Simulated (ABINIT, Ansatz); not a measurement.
**Converging GW for K2TaNbO6 (P4/mmm) in ABINIT**

Wanted: a converged G0W0 gap of K2TaNbO6 (P4/mmm), or an estimate of the limit.

Main program and level: ABINIT 10.8.3; LDA and many-body steps on it, plane waves.

### Step 1. The structure

Symmetry: P4/mmm, No. 123, tetragonal system. The conventional cell has a = 4.052 Å, b = 4.052 Å, c = 8.100 Å, α = 90.00°, β = 90.00°, γ = 90.00°. Nearest to K lie 12 O at 2.86 to 2.87 Å. Nearest to Ta lie 6 O at 2.01 to 2.03 Å. Nb has 6 O at 2.03 to 2.04 Å nearest. O has 1 Ta at 2.01 Å and 1 Nb at 2.04 Å and 4 K at 2.86 Å nearest. O has 2 Ta at 2.03 Å and 4 K at 2.87 Å nearest. O has 2 Nb at 2.03 Å and 4 K at 2.86 Å nearest. Farther neighbours and most contacts between anions are not listed.

The cell and positions are those that the Materials Project relaxed with its own functionals (PBE, PBE+U or r2SCAN), kept fixed. Spin-orbit coupling is left out unless a step names it.

### Step 2. Empty states on the mesh, 2×2×1 mesh, 280 bands

This step: ABINIT 10.8.3; DFT, LDA, plane waves, norm-conserving pseudopotentials.

The sums over transitions need many empty states on a uniform mesh; this step solves for them.

run.abi

```
acell 3*1.0 Angstrom
rprim 
  4.051501000000 0.000000000000 0.000000000000
  0.000000000000 4.051501000000 0.000000000000
  0.000000000000 0.000000000000 8.099891000000
ntypat 4
znucl 19 73 41 8
natom 10
typat 1 1 2 3 4 4 4 4 4 4
xred 
  0.500000000000 0.500000000000 0.251188000000
  0.500000000000 0.500000000000 0.748812000000
  0.000000000000 0.000000000000 0.000000000000
  0.000000000000 0.000000000000 0.500000000000
  0.000000000000 0.000000000000 0.247978000000
  0.000000000000 0.000000000000 0.752022000000
  0.000000000000 0.500000000000 0.000000000000
  0.500000000000 0.000000000000 0.000000000000
  0.000000000000 0.500000000000 0.500000000000
  0.500000000000 0.000000000000 0.500000000000
pp_dirpath "pseudos"
pseudos "K.upf, Ta.upf, Nb.upf, O.upf"
ecut 37
ngkpt 2 2 1
nshiftk 1
shiftk 0 0 0
kptopt 1
chksymbreak 0
iscf -2
irdden 1
istwfk *1
nband 280
nbdbuf 24
tolwfr 1e-09
nstep 60
prtvol 0
indata_prefix "in"
outdata_prefix "out"
tmpdata_prefix "tmp"
```

The run is started by

```
$ OMP_NUM_THREADS=1 mpirun -n 4 abinit run.abi > log
```

Numbers of over 12 decimals in the logs are rounded to 6 here.

The log of the run:

```text
.Version 10.8.3 of ABINIT. v10.8.2 released Aug 2026.

 Symmetries : space group P4/m m m (#123); Bravais tP (primitive tetrag.)
[... echo of the input left out ...]
== DATASET  1 ==================================================================
-   mpi_nproc: 4, omp_nthreads: 1 (-1 if OMP is not activated)
-    --> not optimal distribution: autoparal keyword recommended in input file <--

--- !DatasetInfo
iteration_state: {dtset: 1, }
dimensions: {natom: 10, nkpt: 3, mband: 280, nsppol: 1, nspinor: 1, nspden: 1, mpw: 9640, }
cutoff_energies: {ecut:  37.0, pawecutdg:  -1.0, }
[...]
2.93397    2.93397    2.94022    2.94913    2.94980    2.96023    2.96926    2.97134
   3.01266    3.01811    3.02872    3.02905    3.03153    3.03973    3.04632    3.05062
 prteigrs : prtvol=0 or 1, do not print more k-points.

== END DATASET(S) ==============================================================
================================================================================

 -outvars: echo values of variables after computation  --------
            nband         280
             nkpt           3
          spgroup         123
 [... the other variables as echoed above ...]

 Calculation completed.
```

Wall time 5.8 min (4 MPI ranks of Arm Neoverse N1, shared host); peak memory 0.48 GiB; 23 min of CPU time.

This step gave:

```
gap                                                           : 1.316 eV
k of the valence top                                          : 0.5, 0.5, 0
k of the conduction bottom                                    : 0, 0, 0
least direct gap                                              : 1.783 eV
k points computed                                             : 3
lowest point of the top converged band, above the valence top : 72.9532 eV
```

On this mesh the gap is 1.316 eV.

The density comes from a self-consistent run that is not shown.

### Step 3. Screening, 2×2×1 mesh, 67 bands, screening to 62.6 eV

The RPA dielectric matrix is built and inverted for each q.

This step: RPA screening on LDA, plane waves, norm-conserving pseudopotentials.

Changes to run.abi since step 2:

```diff
@@ -28,10 +28,11 @@
 chksymbreak 0
-iscf -2
-irdden 1
 istwfk *1
-nband 280
-nbdbuf 24
-tolwfr 1e-09
-nstep 60
-prtvol 0
+occopt 1
+irdwfk 1
+optdriver 3
+nband 67
+ecuteps 2.3
+inclvkb 2
+awtr 1
+symchi 1
 indata_prefix "in"
```

The log of the run:

```text
.Version 10.8.3 of ABINIT. v10.8.2 released Aug 2026.

 Symmetries : space group P4/m m m (#123); Bravais tP (primitive tetrag.)
[... echo of the input left out ...]
== DATASET  1 ==================================================================
-   mpi_nproc: 4, omp_nthreads: 1 (-1 if OMP is not activated)

--- !DatasetInfo
iteration_state: {dtset: 1, }
dimensions: {natom: 10, nkpt: 3, mband: 67, nsppol: 1, nspinor: 1, nspden: 1, mpw: 9640, }
cutoff_energies: {ecut:  37.0, pawecutdg:  -1.0, }
electrons: {nelect:   8.00000000E+01, charge:   0.00000000E+00, occopt:   1.00000000E+00, tsmear:   1.00000000E-02, }

 SCREENING: Calculation of the susceptibility and dielectric matrices

 Based on a program developped by R.W. Godby, V. Olevano, G. Onida, and L. Reining.
 Incorporated in ABINIT by V. Olevano, G.-M. Rignanese, and M. Torrent.
.Using double precision arithmetic ; gwpc =  8

[... cell and pseudopotentials left out ...]
--------------------------------------------------------------------------------

 ==== K-mesh for the wavefunctions ====
 Number of points in the irreducible wedge :     3
[... list of points left out ...]
 Together with 16 symmetry operations and time-reversal symmetry
 yields     4 points in the full Brillouin Zone.

 ==== Q-mesh for the screening function ====
 Number of points in the irreducible wedge :     3
[... list of points left out ...]
 Together with 16 symmetry operations and time-reversal symmetry
 yields     4 points in the full Brillouin Zone.

 setmesh: FFT mesh size selected  =    25x   25x   54
          total number of points  =        33750

 vcoul_init : cutoff-mode = AUXILIARY_FUNCTION
 q-points for optical limit:   1
     1)      0.000010    0.000020    0.000030

- screening: taking advantage of time-reversal symmetry
- Maximum band index for partially occupied states nbvw = 40
- Remaining bands to be divided among processors   nbcw = 27
- Number of bands treated by each node ~6

 Number of electrons calculated from density =   80.0000; Expected =   80.0000
 average of density, n =  0.089163
 r_s =    1.3886
 omega_plasma =   28.8036 [eV]

 calculating chi0 at frequencies [eV] :
  1    0.000000E+00    0.000000E+00
  2    0.000000E+00    2.880360E+01

--------------------------------------------------------------------------------
  q-point number  1        q = ( 0.000000, 0.000000, 0.000000) [r.l.u.]
--------------------------------------------------------------------------------
[... chi0 elements left out ...]
 For q-point:  0.000010 0.000020 0.000030
  dielectric constant =  11.9300
  dielectric constant without local fields =  12.6836

  Average fulfillment of the sum rule on Im[epsilon] for q-point    1 :     26.73  [%]
[... wings left out ...]
  q-point number  2        q = ( 0.500000, 0.000000, 0.000000) [r.l.u.]
--------------------------------------------------------------------------------
[... chi0 elements left out ...]
  Average fulfillment of the sum rule on Im[epsilon] for q-point    2 :     28.95  [%]

 [... 1 further q-points ...]
```

It took 30 s on 4 MPI ranks; peak memory 1.5 GiB; 2 min of CPU time.

Numbers from this step:

```
ε∞ with local fields, on this mesh, along the program's q direction : 11.93
the same without local fields                                       : 12.68
plasma frequency                                                    : 28.80 eV
plane waves in the screening matrix                                 : 151
```

Local fields lower ε∞ by 6 %. On a Γ-centred mesh this coarse the value itself is usually too large, while a short band sum pulls it down.

### Step 4. 67 bands, 62.6 eV

The self-energy is evaluated for the states that the input lists, and the levels follow from it, in one-shot runs by the linearised quasiparticle equation.

This step: G0W0 on LDA, plane waves, norm-conserving pseudopotentials.

Changes to run.abi since step 3:

```diff
@@ -31,8 +31,19 @@
 irdwfk 1
-optdriver 3
+optdriver 4
 nband 67
+gwcalctyp 0
+ecutsigx 37
+symsigma 1
+nkptgw 3
+kptgw 
+  0.5000000000 0.5000000000 0.0000000000
+  0.0000000000 0.0000000000 0.0000000000
+  0.5000000000 0.0000000000 0.0000000000
+bdgw 
+  38 42
+  39 43
+  39 42
 ecuteps 2.3
-inclvkb 2
-awtr 1
-symchi 1
+irdscr 1
+ppmodel 1
 indata_prefix "in"
```

The log of the run:

```text
.Version 10.8.3 of ABINIT. v10.8.2 released Aug 2026.

 Symmetries : space group P4/m m m (#123); Bravais tP (primitive tetrag.)
[... echo of the input left out ...]
== DATASET  1 ==================================================================
-   mpi_nproc: 4, omp_nthreads: 1 (-1 if OMP is not activated)

--- !DatasetInfo
iteration_state: {dtset: 1, }
dimensions: {natom: 10, nkpt: 3, mband: 67, nsppol: 1, nspinor: 1, nspden: 1, mpw: 9640, }
cutoff_energies: {ecut:  37.0, pawecutdg:  -1.0, }
electrons: {nelect:   8.00000000E+01, charge:   0.00000000E+00, occopt:   1.00000000E+00, tsmear:   1.00000000E-02, }

 SIGMA: Calculation of the GW corrections

 Based on a program developped by R.W. Godby, V. Olevano, G. Onida, and L. Reining.
 Incorporated in ABINIT by V. Olevano, G.-M. Rignanese, and M. Torrent.
.Using double precision arithmetic ; gwpc =  8

[... cell and pseudopotentials left out ...]
--------------------------------------------------------------------------------

 ==== K-mesh for the wavefunctions ====
 Number of points in the irreducible wedge :     3
[... list of points left out ...]
 Together with 16 symmetry operations and time-reversal symmetry
 yields     4 points in the full Brillouin Zone.

 ==== Q-mesh for screening function ====
 Number of points in the irreducible wedge :     3
[... list of points left out ...]
 Together with 16 symmetry operations and time-reversal symmetry
 yields     4 points in the full Brillouin Zone.

 vcoul_init : cutoff-mode = AUXILIARY_FUNCTION
 q-points for optical limit:   1
     1)      0.000010    0.000020    0.000030
 setmesh: FFT mesh size selected  =    45x   45x   90
          total number of points  =       182250

 Number of electrons calculated from density =   80.0000; Expected =   80.0000
 average of density, n =  0.089163
 r_s =    1.3886
 omega_plasma =   28.8036 [eV]

 === KS Band Gaps ===
  >>>> For spin  1
   Minimum direct gap =   1.7828 [eV], located at k-point      :   0.5000  0.0000  0.0000
   Fundamental gap    =   1.3158 [eV], Top of valence bands at :   0.5000  0.5000  0.0000
                                       Bottom of conduction at :   0.0000  0.0000  0.0000
 SIGMA fundamental parameters:
 PLASMON POLE MODEL  1
 number of plane-waves for SigmaX                 9629
 number of plane-waves for SigmaC and W            151
 number of plane-waves for wavefunctions          9629
 number of bands                                    67
 number of independent spin polarizations            1
 number of spinorial components                      1
 number of k-points in IBZ                           3
 number of q-points in IBZ                           3
 number of symmetry operations                      16
 number of k-points in BZ                            4
 number of q-points in BZ                            4
 number of frequencies for dSigma/dE                 9
 frequency step for dSigma/dE [eV]                0.25
 number of omega for Sigma on real axis              0
 max omega for Sigma on real axis  [eV]           0.00
 zcut for avoiding poles [eV]                     0.10

 EPSILON^-1 parameters (SCR file):
 dimension of the eps^-1 matrix on file            151
 dimension of the eps^-1 matrix used               151
 number of plane-waves for wavefunctions          9629
 number of bands                                    67
 number of q-points in IBZ                           3
 number of frequencies                               2
 number of real frequencies                          1
 number of imag frequencies                          1

 matrix elements of self-energy operator (all in [eV])

 Perturbative Calculation

--- !SelfEnergy_ee
iteration_state: {dtset: 1, }
kpoint     : [   0.500,    0.500,    0.000, ]
spin       : 1
KS_gap     :    4.084
QP_gap     :    5.962
Delta_QP_KS:    1.879
data: !SigmaeeData |
     Band     E0 <VxcDFT>   SigX SigC(E0)      Z dSigC/dE  Sig(E)    E-E0       E
       38   4.921 -19.856 -25.043   5.541   0.746  -0.340 -19.592   0.265   5.185
       39   4.921 -19.856 -25.043   5.541   0.746  -0.340 -19.592   0.265   5.185
       40   4.980 -19.825 -25.041   5.500   0.750  -0.334 -19.612   0.214   5.194
       41   9.064 -18.489 -12.286  -3.459   0.763  -0.311 -16.396   2.092  11.156
       42   9.064 -18.489 -12.286  -3.459   0.763  -0.311 -16.396   2.092  11.156

--- !SelfEnergy_ee
iteration_state: {dtset: 1, }
kpoint     : [   0.000,    0.000,    0.000, ]
spin       : 1
KS_gap     :    2.020
QP_gap     :    3.979
Delta_QP_KS:    1.958
data: !SigmaeeData |
     Band     E0 <VxcDFT>   SigX SigC(E0)      Z dSigC/dE  Sig(E)    E-E0       E
       39   4.275 -19.996 -25.476   5.661   0.753  -0.329 -19.860   0.136   4.411
[...]
--- !SelfEnergy_ee
iteration_state: {dtset: 1, }
kpoint     : [   0.500,    0.000,    0.000, ]
spin       : 1
KS_gap     :    1.783
QP_gap     :    3.678
Delta_QP_KS:    1.895
data: !SigmaeeData |
     Band     E0 <VxcDFT>   SigX SigC(E0)      Z dSigC/dE  Sig(E)    E-E0       E
[...]
40   4.884 -19.778 -24.946   5.528   0.746  -0.340 -19.509   0.268   5.152
       41   6.667 -15.714  -9.470  -3.534   0.799  -0.252 -13.550   2.164   8.831
       42   8.789 -18.585 -12.521  -3.398   0.764  -0.309 -16.549   2.036  10.825

 New Fermi energy :        2.253011E-01 Ha ,    6.130756E+00 eV

 === QP Band Gaps ===
  >>>> For spin  1
   Minimum direct gap =   3.6782 [eV], located at k-point      :   0.5000  0.0000  0.0000
   Fundamental gap    =   3.1965 [eV], Top of valence bands at :   0.5000  0.5000  0.0000
                                       Bottom of conduction at :   0.0000  0.0000  0.0000

== END DATASET(S) ==============================================================
================================================================================

 -outvars: echo values of variables after computation  --------
           etotal      0.0000000000E+00
            nband          67
             nkpt           3
          spgroup         123
 [... the other variables as echoed above ...]

 Calculation completed.
```

It took 14 s on 4 MPI ranks; peak memory 0.94 GiB; 56 s of CPU time.

Numbers from this step:

- G0W0 gap on the points computed: 3.196 eV
- starting gap on the mesh: 1.316 eV
- k of the valence top: 0.5, 0.5, 0
- k of the conduction bottom: 0, 0, 0
- Z at the valence top: 0.75
- Z at the conduction bottom: 0.796
- least direct G0W0 gap on the computed points: 3.679 eV

The gap on the mesh goes from 1.32 eV to 3.20 eV, a correction of +1.88 eV.

### Step 5. Screening, 2×2×1 mesh, 128 bands, screening to 114.3 eV

This step: RPA screening on LDA, plane waves, norm-conserving pseudopotentials.

Changes to run.abi since step 4:

```diff
@@ -31,19 +31,8 @@
 irdwfk 1
-optdriver 4
-nband 67
-gwcalctyp 0
-ecutsigx 37
-symsigma 1
-nkptgw 3
-kptgw 
-  0.5000000000 0.5000000000 0.0000000000
-  0.0000000000 0.0000000000 0.0000000000
-  0.5000000000 0.0000000000 0.0000000000
-bdgw 
-  38 42
-  39 43
-  39 42
-ecuteps 2.3
-irdscr 1
-ppmodel 1
+optdriver 3
+nband 128
+ecuteps 4.2
+inclvkb 2
+awtr 1
+symchi 1
 indata_prefix "in"
```

The log of the run:

```text
.Version 10.8.3 of ABINIT. v10.8.2 released Aug 2026.

 Symmetries : space group P4/m m m (#123); Bravais tP (primitive tetrag.)
[... echo of the input left out ...]
== DATASET  1 ==================================================================
-   mpi_nproc: 4, omp_nthreads: 1 (-1 if OMP is not activated)

--- !DatasetInfo
iteration_state: {dtset: 1, }
dimensions: {natom: 10, nkpt: 3, mband: 128, nsppol: 1, nspinor: 1, nspden: 1, mpw: 9640, }
cutoff_energies: {ecut:  37.0, pawecutdg:  -1.0, }
electrons: {nelect:   8.00000000E+01, charge:   0.00000000E+00, occopt:   1.00000000E+00, tsmear:   1.00000000E-02, }

 SCREENING: Calculation of the susceptibility and dielectric matrices

 Based on a program developped by R.W. Godby, V. Olevano, G. Onida, and L. Reining.
 Incorporated in ABINIT by V. Olevano, G.-M. Rignanese, and M. Torrent.
.Using double precision arithmetic ; gwpc =  8

[... cell and pseudopotentials left out ...]
--------------------------------------------------------------------------------

 ==== K-mesh for the wavefunctions ====
 Number of points in the irreducible wedge :     3
[... list of points left out ...]
 Together with 16 symmetry operations and time-reversal symmetry
 yields     4 points in the full Brillouin Zone.

 ==== Q-mesh for the screening function ====
 Number of points in the irreducible wedge :     3
[... list of points left out ...]
 Together with 16 symmetry operations and time-reversal symmetry
 yields     4 points in the full Brillouin Zone.

 setmesh: FFT mesh size selected  =    27x   27x   60
          total number of points  =        43740

 vcoul_init : cutoff-mode = AUXILIARY_FUNCTION
 q-points for optical limit:   1
     1)      0.000010    0.000020    0.000030

- screening: taking advantage of time-reversal symmetry
- Maximum band index for partially occupied states nbvw = 40
- Remaining bands to be divided among processors   nbcw = 88
- Number of bands treated by each node ~22

 Number of electrons calculated from density =   80.0000; Expected =   80.0000
 average of density, n =  0.089163
 r_s =    1.3886
 omega_plasma =   28.8036 [eV]

 calculating chi0 at frequencies [eV] :
  1    0.000000E+00    0.000000E+00
  2    0.000000E+00    2.880360E+01

--------------------------------------------------------------------------------
  q-point number  1        q = ( 0.000000, 0.000000, 0.000000) [r.l.u.]
--------------------------------------------------------------------------------
[... chi0 elements left out ...]
 For q-point:  0.000010 0.000020 0.000030
  dielectric constant =  12.1817
  dielectric constant without local fields =  13.0261

  Average fulfillment of the sum rule on Im[epsilon] for q-point    1 :     50.69  [%]
[... wings left out ...]
  q-point number  2        q = ( 0.500000, 0.000000, 0.000000) [r.l.u.]
--------------------------------------------------------------------------------
[... chi0 elements left out ...]
  Average fulfillment of the sum rule on Im[epsilon] for q-point    2 :     53.56  [%]

 [... 1 further q-points ...]
```

The job ended after 80 s (4 MPI ranks; peak memory 1.6 GiB; 5.3 min of CPU time).

This step gave:

| Property | Result |
| --- | --- |
| ε∞ with local fields, on this mesh, along the program's q direction | 12.18 |
| the same without local fields | 13.03 |
| plasma frequency | 28.80 eV |
| plane waves in the screening matrix | 371 |

(Part 1 of 2 ends here.)

[Paths, hosts, dates, memory and timing lines, banners, echoed tables and standing remarks are left out of the program output.]

[Logs are printed without paths, hosts, clocks, repeated set-up lines and the standing remarks that a program may print on its own settings, such as how far it seeks lower states.]

[Runs of the session that timed out or met a known fault of the program may be left out.]

[Hosts, paths, dates, database ids (printed as entryN), source tags and the programs' standing remarks are cut or masked in the printed files.]

[G0W0 gaps are taken among the corrected bands and points alone; a level outside them can change the order at an edge.]

[Where Ansatz stands beside ABINIT at settings called matched, ABINIT's density can come from a denser mesh and the files from another edition; pairs whose starting gaps differed by over 0.03 eV were left out, so agreement reads better than it is.]
